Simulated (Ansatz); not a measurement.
# Cs on V(100): change of the work function, part 2 of 4

How does one ordered layer of Cs (hollow site) change the work function of V(100), and what dipole does each adsorbate carry?

Ansatz 0.2.0; plane-wave DFT, PBE-D3(BJ), Ansatz PAW.

So far, work function, upper face (eV): step 2 (the clean slab) 3.71.

## Step 3: The covered slab

System of this step: CsV20 (Cs/V(100)). The cell holds 21 atoms: 20 V and 1 Cs. Its edges and angles: a = 6.040 Å, b = 6.040 Å, c = 27.284 Å, α = 90.0°, β = 90.0°, γ = 90.0°. Vacuum lies along c.

The clean slab as it ended is repeated in the plane and the adsorbate is set on one face; the cell's size fixes the coverage, and the k-mesh shrinks with it to keep the sampling density about even. Adsorbate and upper layers relax, since the dipole depends on the height.

File input.yaml:

```yaml
crystal:
  lattice:
    - [6.04, 0.0, 0.0]
    - [0.0, 6.04, 0.0]
    - [0.0, 0.0, 27.2837965635]
  atoms:
    - { symbol: V, position: [0.0, 0.0, 0.3298661159] }
    - { symbol: V, position: [0.25, 0.25, 0.3852103199] }
    - { symbol: V, position: [0.0, 0.0, 0.4377268451] }
    - { symbol: V, position: [0.25, 0.25, 0.4927934352] }
    - { symbol: V, position: [0.0, 0.0, 0.538921537] }
    - { symbol: V, position: [0.0, 0.5, 0.3298661159] }
    - { symbol: V, position: [0.25, 0.75, 0.3852103199] }
    - { symbol: V, position: [0.0, 0.5, 0.4377268451] }
    - { symbol: V, position: [0.25, 0.75, 0.4927934352] }
    - { symbol: V, position: [0.0, 0.5, 0.538921537] }
    - { symbol: V, position: [0.5, 0.0, 0.3298661159] }
    - { symbol: V, position: [0.75, 0.25, 0.3852103199] }
    - { symbol: V, position: [0.5, 0.0, 0.4377268451] }
    - { symbol: V, position: [0.75, 0.25, 0.4927934352] }
    - { symbol: V, position: [0.5, 0.0, 0.538921537] }
    - { symbol: V, position: [0.5, 0.5, 0.3298661159] }
    - { symbol: V, position: [0.75, 0.75, 0.3852103199] }
    - { symbol: V, position: [0.5, 0.5, 0.4377268451] }
    - { symbol: V, position: [0.75, 0.75, 0.4927934352] }
    - { symbol: V, position: [0.5, 0.5, 0.538921537] }
    - { symbol: Cs, position: [0.25, 0.25, 0.6701338841] }
kpoints:
  mp_grid: { grid: [5, 5, 1] }
hamiltonian:
  xc: pbe
  dispersion: d3bj
scf:
  occupations: { method: fermi_dirac, width: 0.1 }
  convergence: { dr2_threshold: 1.0e-08 }
efield:
  axis: 3
  dipole_correction: true
  ramp_position: 0.97
  ramp_width: 0.06
relax:
  f_tol: 0.02
  max_steps: 60
  constraints: [{ sites: [0, 1, 5, 6, 10, 11, 15, 16] }]
output:
  bader: true
  dos: { projected: true, e_range: [-8, 4] }
  write_potential: true
  write_density: true
  volumetric_format: npy
  elf: true
```

The run is started by

```console
ansatz run input.yaml --threads 4 --pin off --max-ram 6144MiB --backend cpu --events-out ev --progress --plain --runs-dir out
```

Numbers of over 12 decimals in the logs are rounded to 6 here.

Output:

```text
[...]
Crystal: 21 atoms, lattice volume = 995.357 Å³
Basis set: ecut = 420 eV, 19447 PW (Γ), exchange–correlation on 90×90×384 points (8 copies of the dense FFT grid, shifted against one another)
Bands: 162, of which v1, the nominal top of the filled ones, is band 135 counted from 1 (134 counted from 0)
Symmetry: 8 space group operations
[...]
k-points: 6 of 25
[...]
SCF iter   1: F=—  HF=-63919.240974 eV  |F-HF|=—  |Δ(HF+E_count)|=         —  Δρ=2.14e-2  dr2=7.53e1  ethr=1.77e-3  p=0.640 e·Å  D=1.16e-1 V/Å  ΔV_dip=-3.17 eV  dr2_dipole=4.30e1  V_vac-E_F(+/−)=0.75/3.93 eV  ⟨swp⟩=13.0  Hψ=4770  notcnv=0
[...]
SCF iter  13: F=-63918.224204 eV  HF=-63918.224204 eV  |F-HF|=3.27e-10  |Δ(HF+E_count)|=   3.98e-9  Δρ=2.09e-7  dr2=8.37e-10  ethr=3.72e-12  p=0.446 e·Å  D=8.11e-2 V/Å  ΔV_dip=-2.21 eV  dr2_dipole=4.44e-11  V_vac-E_F(+/−)=1.62/3.83 eV  ⟨swp⟩=13.3  Hψ=6305  notcnv=0
SCF 1 converged in 13 iterations: F = -63918.224204 eV  dr2 = 8.37e-10
[...]
relax step   1: F+E_penalty+E_count = -63918.22420360 eV  Δ(F+E_penalty+E_count) = +0.000e0 eV  max|allowed force component| = 3.738e-1 eV/Å  Δτ_max = 0.0000 Å  (13 SCF iters, accepted)
[...]
SCF iter   8: F=-63918.251562 eV  HF=-63918.251562 eV  |F-HF|=4.51e-9  |Δ(HF+E_count)|=   1.66e-8  Δρ=7.05e-7  dr2=7.11e-9  ethr=3.72e-12  p=0.449 e·Å  D=8.17e-2 V/Å  ΔV_dip=-2.23 eV  dr2_dipole=4.18e-11  V_vac-E_F(+/−)=1.60/3.83 eV  ⟨swp⟩=13.3  Hψ=7295  notcnv=0
SCF 2 converged in 8 iterations: F = -63918.251562 eV  dr2 = 7.11e-9
relax step   2: F+E_penalty+E_count = -63918.25156175 eV  Δ(F+E_penalty+E_count) = -2.736e-2 eV  max|allowed force component| = 3.364e-1 eV/Å  Δτ_max = 0.0682 Å  (8 SCF iters, accepted)
SCF iter   1: F=—  HF=-63918.335114 eV  |F-HF|=—  |Δ(HF+E_count)|=         —  Δρ=5.32e-3  dr2=1.58e0  ethr=1.32e-3  p=0.449 e·Å  D=8.17e-2 V/Å  ΔV_dip=-2.23 eV  dr2_dipole=2.10e-1  V_vac-E_F(+/−)=1.61/3.83 eV  ⟨swp⟩=4.5  Hψ=1958  notcnv=0
[...]
SCF iter   9: F=-63918.304081 eV  HF=-63918.304081 eV  |F-HF|=5.70e-9  |Δ(HF+E_count)|=   2.63e-9  Δρ=4.43e-7  dr2=7.35e-9  ethr=3.72e-12  p=0.452 e·Å  D=8.21e-2 V/Å  ΔV_dip=-2.24 eV  dr2_dipole=2.27e-9  V_vac-E_F(+/−)=1.59/3.83 eV  ⟨swp⟩=9.5  Hψ=7069  notcnv=0
SCF 3 converged in 9 iterations: F = -63918.304081 eV  dr2 = 7.35e-9
relax step   3: F+E_penalty+E_count = -63918.30408108 eV  Δ(F+E_penalty+E_count) = -5.252e-2 eV  max|allowed force component| = 1.582e-1 eV/Å  Δτ_max = 0.1946 Å  (9 SCF iters, accepted)
[...]
relax step   4: F+E_penalty+E_count = -63918.31917301 eV  Δ(F+E_penalty+E_count) = -1.509e-2 eV  max|allowed force component| = 6.642e-2 eV/Å  Δτ_max = 0.1954 Å  (10 SCF iters, accepted)
SCF iter   1: F=—  HF=-63918.330460 eV  |F-HF|=—  |Δ(HF+E_count)|=         —  Δρ=2.77e-3  dr2=3.99e-1  ethr=1.83e-4  p=0.446 e·Å  D=8.11e-2 V/Å  ΔV_dip=-2.21 eV  dr2_dipole=3.54e-2  V_vac-E_F(+/−)=1.61/3.83 eV  ⟨swp⟩=2.0  Hψ=1638  notcnv=0
[...]
SCF iter   9: F=-63918.320989 eV  HF=-63918.320989 eV  |F-HF|=1.45e-9  |Δ(HF+E_count)|=   1.61e-8  Δρ=2.84e-7  dr2=2.08e-9  ethr=3.72e-12  p=0.447 e·Å  D=8.12e-2 V/Å  ΔV_dip=-2.22 eV  dr2_dipole=1.90e-11  V_vac-E_F(+/−)=1.61/3.83 eV  ⟨swp⟩=11.7  Hψ=6634  notcnv=0
SCF 5 converged in 9 iterations: F = -63918.320989 eV  dr2 = 2.08e-9
relax step   5: F+E_penalty+E_count = -63918.32098921 eV  Δ(F+E_penalty+E_count) = -1.816e-3 eV  max|allowed force component| = 1.037e-2 eV/Å  Δτ_max = 0.0247 Å  (9 SCF iters, accepted)
NSCF: frozen V_eff on 6 k-points
[...]
SCF converged after 9 iterations
Free energy (F): -63918.320989 eV
[...]
Internal energy: -63917.422675 eV  (E = F + TS)
E sigma→0 (E₀):  -63917.871832 eV
Entropy (-TS):   -0.898314 eV (-42.777 meV/atom)
Fermi energy:    3.142446 eV
Dipole field:    D = 0.081211 V/Å  (p = 0.446716 e·Å, saw-weighted, corrected)
Work function:   Φ+ = 1.6137 eV   Φ− = 3.8294 eV
[...]
--- Forces (eV/Å), atoms counted from 1 ---
  atom   1  V     -0.00464642    -0.00464642     1.34605661
  atom   2  V     -0.00000000     0.00000000    -1.31149666
  atom   3  V     -0.00075438    -0.00075438     0.00280444
  atom   4  V     -0.00000000     0.00000000    -0.01037422
  atom   5  V     -0.00063676    -0.00063676    -0.00401172
  atom   6  V     -0.00464642     0.00464642     1.34605661
  atom   7  V     -0.00000000     0.00000000    -1.34035884
  atom   8  V     -0.00075438     0.00075438     0.00280444
  atom   9  V     -0.00000000     0.00000000    -0.00708027
  atom  10  V     -0.00063676     0.00063676    -0.00401172
  atom  11  V      0.00464642    -0.00464642     1.34605661
  atom  12  V     -0.00000000     0.00000000    -1.34035884
  atom  13  V      0.00075438    -0.00075438     0.00280444
  atom  14  V      0.00000000     0.00000000    -0.00708027
  atom  15  V      0.00063676    -0.00063676    -0.00401172
  atom  16  V      0.00464642     0.00464642     1.34605661
  atom  17  V     -0.00000000     0.00000000    -1.36504485
  atom  18  V      0.00075438     0.00075438     0.00280444
  atom  19  V     -0.00000000     0.00000000    -0.00153258
  atom  20  V      0.00063676     0.00063676    -0.00401172
  atom  21  Cs     0.00000000    -0.00000000     0.00395661
  max |Σ_I F_I| component: 2.74e-5 eV/Å
--- Band table (eV; the first three rows and the last of 6) ---
  k-point 0: bands = [... 131 lower, 2.8837, 3.1551, 3.2444, 3.3898, 3.3898, 3.5403, 3.5493, 3.5493, ... 23 higher]
  k-point 1: bands = [... 131 lower, 2.9936, 3.0807, 3.1541, 3.1605, 3.3469, 3.4614, 3.5187, 3.5536, ... 23 higher]
  k-point 2: bands = [... 131 lower, 2.9998, 3.0130, 3.0994, 3.1868, 3.2032, 3.2415, 3.4021, 3.4478, ... 23 higher]
  k-point 5: bands = [... 131 lower, 2.6397, 2.6692, 2.6873, 2.6893, 3.0881, 3.3835, 3.3904, 3.3960, ... 23 higher]
--- Relaxed structure (5 steps of the walk, 5 accepted, 0 SCFs on fresh bases) ---
  F+E_penalty+E_count = -63918.32098921 eV   max|allowed force component| = 1.037e-2 eV/Å
  atoms:
    - { symbol: V, position: [0.0, 0.0, 0.329866] }
    - { symbol: V, position: [0.25, 0.25, 0.385210] }
    - { symbol: V, position: [0.00124527, 0.00124527, 0.437639] }
    - { symbol: V, position: [0.25, 0.25, 0.494317] }
    - { symbol: V, position: [-0.00518819, -0.00518819, 0.538740] }
    - { symbol: V, position: [0.0, 0.5, 0.329866] }
    - { symbol: V, position: [0.25, 0.750000, 0.385210] }
    - { symbol: V, position: [0.00124527, 0.498755, 0.437639] }
    - { symbol: V, position: [0.25, 0.750000, 0.492656] }
    - { symbol: V, position: [-0.00518819, 0.505188, 0.538740] }
    - { symbol: V, position: [0.5, 0.0, 0.329866] }
    - { symbol: V, position: [0.750000, 0.25, 0.385210] }
    - { symbol: V, position: [0.498755, 0.00124527, 0.437639] }
    - { symbol: V, position: [0.750000, 0.25, 0.492656] }
    - { symbol: V, position: [0.505188, -0.00518819, 0.538740] }
    - { symbol: V, position: [0.5, 0.5, 0.329866] }
    - { symbol: V, position: [0.750000, 0.750000, 0.385210] }
    - { symbol: V, position: [0.498755, 0.498755, 0.437639] }
    - { symbol: V, position: [0.750000, 0.750000, 0.491531] }
    - { symbol: V, position: [0.505188, 0.505188, 0.538740] }
    - { symbol: Cs, position: [0.25, 0.25, 0.654244] }
--- Bader charges: 21 sites ---
  site symbol  charge [e]  shift [e]
     0      V     -0.0832     0.0002
     1      V      0.0013     0.0007
     2      V      0.1521     0.0016
     3      V      0.0216     0.0011
     4      V     -0.2171     0.0001
     5      V     -0.0832     0.0002
     6      V      0.0097     0.0006
     7      V      0.1521     0.0016
     8      V      0.0103     0.0010
     9      V     -0.2171     0.0001
    10      V     -0.0832     0.0002
    11      V      0.0098     0.0006
    12      V      0.1521     0.0016
    13      V      0.0103     0.0010
    14      V     -0.2171     0.0001
    15      V     -0.0833     0.0002
    16      V      0.0135     0.0005
    17      V      0.1521     0.0016
    18      V      0.0021     0.0010
    19      V     -0.2171     0.0001
    20     Cs      0.5143     0.0000
  estimated error of the sums over rays = 8.6e-4 e
```

Wall time 3.7 min (4 threads of Arm Neoverse V2, shared host); peak memory 3.6 GiB; 15 min of CPU time.

Relaxation path:

```
step  energy less that of the first step (eV)  largest force component (eV/Å)
   1                                   0.0000                          0.3738
   2                                  -0.0274                          0.3364
   3                                  -0.0799                          0.1582
   4                                  -0.0950                          0.0664
   5                                  -0.0968                          0.0104
```

Forces are held to the 8 operations that the run works with; a distortion that breaks them can't arise in this run.

The atoms that moved most (Å):

```
atom      dx      dy      dz  length
Cs21   0.000   0.000  -0.434   0.434
  V5  -0.031  -0.031  -0.005   0.045
 V15   0.031  -0.031  -0.005   0.045
 V10  -0.031   0.031  -0.005   0.045
 V20   0.031   0.031  -0.005   0.045
  V4   0.000   0.000   0.042   0.042
 V19   0.000   0.000  -0.034   0.034
  V3   0.008   0.008  -0.002   0.011
```

This step gave:

```
energy at zero smearing        : -63917.8718 eV
work function, upper face      : 1.614 eV
dipole along the normal        : 0.4467 e·Å
step between the vacuum levels : -2.216 eV
```

Running mean over 1.51 Å of the planar mean; the ramp of the sawtooth is left out. The electron's electrostatic potential energy less the Fermi level by z:

```
z (Å)  electron's electrostatic potential energy less the Fermi level (eV)
    4                                                                 3.83
    5                                                                 3.82
    6                                                                 3.74
    7                                                                 3.13
    8                                                                -1.27
    9                                                                -7.41
   10                                                                -7.84
   11                                                                -8.36
   12                                                                -8.13
   13                                                                -8.06
   14                                                                -9.64
   15                                                                -6.43
   16                                                                0.519
   17                                                                0.491
   18                                                                -1.32
   19                                                                0.184
   20                                                                 1.35
   21                                                                 1.55
   22                                                                 1.60
   23                                                                 1.61
   24                                                                 1.61
```

The density of states has structure finer than the step of the table below, so its rows give means over 0.25 eV, whole bins alone (the curve runs from -8 to 1.23 eV). Peaks (eV: height): -1.770: 62.9, -1.410: 52.6, -1.200: 64.1, -1.080: 63.5, -0.930: 56.2, -0.450: 85.4, 0.270: 76.9.

The density of states by energy, zero at the Fermi level; means over each step:

```
energy (eV)  density of states (states/eV a cell)
      -6.50                                     0
      -6.25                                0.0755
      -6.00                                  1.30
      -5.75                                  1.29
      -5.50                                  2.04
      -5.25                                  1.80
      -5.00                                 0.928
      -4.75                                  1.25
      -4.50                                  5.37
      -4.25                                  1.77
      -4.00                                  6.06
      -3.75                                  2.32
      -3.50                                  9.31
      -3.25                                  6.42
      -3.00                                  18.0
      -2.75                                  22.4
      -2.50                                  21.7
      -2.25                                  33.1
      -2.00                                  21.4
      -1.75                                  26.5
      -1.50                                  25.6
      -1.25                                  31.9
      -1.00                                  43.7
      -0.75                                  38.6
      -0.50                                  40.4
      -0.25                                  30.1
       0.00                                  20.8
       0.25                                  38.2
       0.50                                  42.3
       0.75                                  27.6
       1.00                                  26.2
```

Projected DOS per atom over height of the atomic layer and energy from the Fermi level. Layers: V4 V4 V4 V4 V4 Cs from below.

Ten even steps from '_' (0.00 states/eV) to '@' (2.81 states/eV), each cell a mean:
```
##::--..**::
@@::--::@@--
@@==::--**..
**==----==__
##++++++%%::
##****####__
======++++__
--==--==--__
==++======__
::--++==--__
....::::..__
__......____
____________
____________
____________
____________
____________
____________
____________
____________
____________
____________
```
Columns: height of the atomic layer (Å) from 9 to 17.9 (not evenly spaced); rows upwards: energy from the Fermi level (eV) from -7.96 to 1.25.

Valence density in the ca plane at fractional y = 0.250, with atoms of V and Cs within 0.2 Å of it. It is the smooth field of the valence electrons, not physical close to the nuclei.

Ten steps, logarithmic in the rise over the least value, from '0' (0 e/Å³) to '9' (14 e/Å³), each cell a mean:
```
11122222222222222211100000000000000000000000
11122343222223443211100000000000000000000000
11123687522236875211100000000000000000000000
01124899632248997311100000000000000000000000
01124798622247996211100000000000000000000000
11122565322224664211100000000000000000000000
11122222222222222211100000000000000000000000
11122222222222222211100000110000000000000000
11122222222222222211100012222100000000000000
11122344322223443211100123443210000000000000
11123687522236885211101234444320000000000000
01124899632237997311101244224421000000000000
01124798622237996311101244334420000000000000
11122465322224664211100134444310000000000000
11122222222222222211100112333200000000000000
11122222222222222211100001111000000000000000
```
Columns run along c (16.0 Å, from fractional 0.30 to 0.89 of the cell), rows up along a (6.0 Å). Atoms in or near the plane, at fractional coordinates: V at (0.39, 0.25), V at (0.49, 0.25), V at (0.39, 0.75), V at (0.49, 0.75), Cs at (0.65, 0.25).

Electrostatic potential energy in the ca plane at fractional y = 0.250, with atoms of V and Cs within 0.2 Å of it. With pseudopotentials it is smooth inside the atoms' cores, unlike the true potential.

Values in eV, 9 rows by 16 columns, each cell a mean:
```
  4   2  -4   3   2  -4   3   6   6   4   4   5   5   5   5   6
  6  -7 -25  -5  -9 -25  -3   7   7   6   5   5   5   5   5   6
  6  -9 -25  -7 -11 -24  -4   7   7   6   5   5   5   5   5   6
  5   1 -10   2   1  -9   3   6   6   5   4   5   5   5   5   6
  4   4   3   4   4   3   4   5   4   0   1   4   5   5   5   6
  5  -2 -18   0  -2 -18   0   6   0 -19 -14   3   5   5   5   6
  6 -11 -24  -8 -11 -23  -7   6  -4 -21 -20   1   5   5   5   6
  6  -4 -22  -2  -4 -22  -1   6  -1 -21 -17   2   5   5   5   6
  4   4   1   4   4   2   4   5   4  -4  -1   4   5   5   5   6
```
Columns run along c (16.0 Å, from fractional 0.30 to 0.89 of the cell; values clipped at the 3rd and 97th percentile), rows up along a (6.0 Å). Atoms in or near the plane, at fractional coordinates: V at (0.39, 0.25), V at (0.49, 0.25), V at (0.39, 0.75), V at (0.49, 0.75), Cs at (0.65, 0.25).

ELF in the ca plane at fractional y = 0.250, with atoms of V and Cs within 0.2 Å of it. It is the smooth field of the valence electrons, not physical close to the nuclei.

Ten even steps from '0' (0.00) to '9' (0.88), each cell a mean:
```
33565323455543235654332100121100000000000000
55552222245522222455544210000000000000000000
66532677424325774245665431000000000000000000
77522888513227886125666543110000000000000000
77522788514326885135665432100000000000000000
56542354235423542245554321000000000000000000
44554212355532123554443100000000000000000000
33466534555454446654332112444210000000000000
33565323455543235654431137898641000000000000
55552222245532222355531279999973100001000000
66532677424425774235531599659985200001100000
77522888513227887125531697006996200001100000
77522788514326886125531698227996200001100000
66542354235423553246531489889984100001000000
44554211355542113555431159999852000000000000
23466544554455456654331014676421000000000000
```
Columns run along c (16.0 Å, from fractional 0.30 to 0.89 of the cell), rows up along a (6.0 Å). Atoms in or near the plane, at fractional coordinates: V at (0.39, 0.25), V at (0.49, 0.25), V at (0.39, 0.75), V at (0.49, 0.75), Cs at (0.65, 0.25).

The relaxation took 5 steps and lowered the energy by 0.097 eV; the largest force on the free atoms ends at 0.010 eV/Å.

By hand: a sheet of dipoles makes a step −p/(ε₀A) in the electron's potential. With e/ε₀ = 180.95 V·Å, p = 0.4467 e·Å and A = 36.48 Å², that is −180.95 × (0.4467) / 36.48 = -2.216 eV, and the two vacuum levels of the run differ by -2.216 eV.

The covered face has 1.61 eV, -2.10 eV against the clean one; the bare back face has moved by +0.00 eV, a measure of how thin the slab is.

## Step 4: Work function against coverage

This step: plane-wave DFT, PBE-D3(BJ), Ansatz PAW; work function against coverage (Ansatz 0.2.0).

The runs are now put side by side.

This step gave:

* work function of the clean face: 3.712 eV
* largest change of the work function: -2.099 eV

The work function of the covered face by coverage:

```
coverage (adsorbates/nm²)  work function of the covered face (eV)
                     0.00                                    3.71
                     2.74                                    1.61
```

The dipole per adsorbate comes from the change of the cell's dipole. Coverage, by row:

```
coverage (1/nm²)  coverage (ML)  work function (eV)  change (eV)  dipole per adsorbate, positive end outwards (debye)  mean height of the added atoms over the highest substrate atom (Å)
           2.741           0.25               1.614       -2.099                                                2.033                                                               3.151
```

(Continued in part 3 of 4.)

[Logs are printed without paths, hosts, clocks, repeated set-up lines and the standing remarks that a program may print on its own settings, such as how far it seeks lower states.]

[Hosts, paths, dates, database ids (printed as entryN), source tags and the programs' standing remarks are cut or masked in the printed files.]

[Maps of the electrostatic potential energy from Ansatz leave out the sawtooth potential of an applied field or a dipole correction, so their vacuum need not be flat; planar profiles and work functions include it.]

[The density of states shown here was stored with 400 of the rows of the run's finer table, so its peaks can read low, often by over a quarter, or be missed, and its means over a window can be off by a tenth or more.]
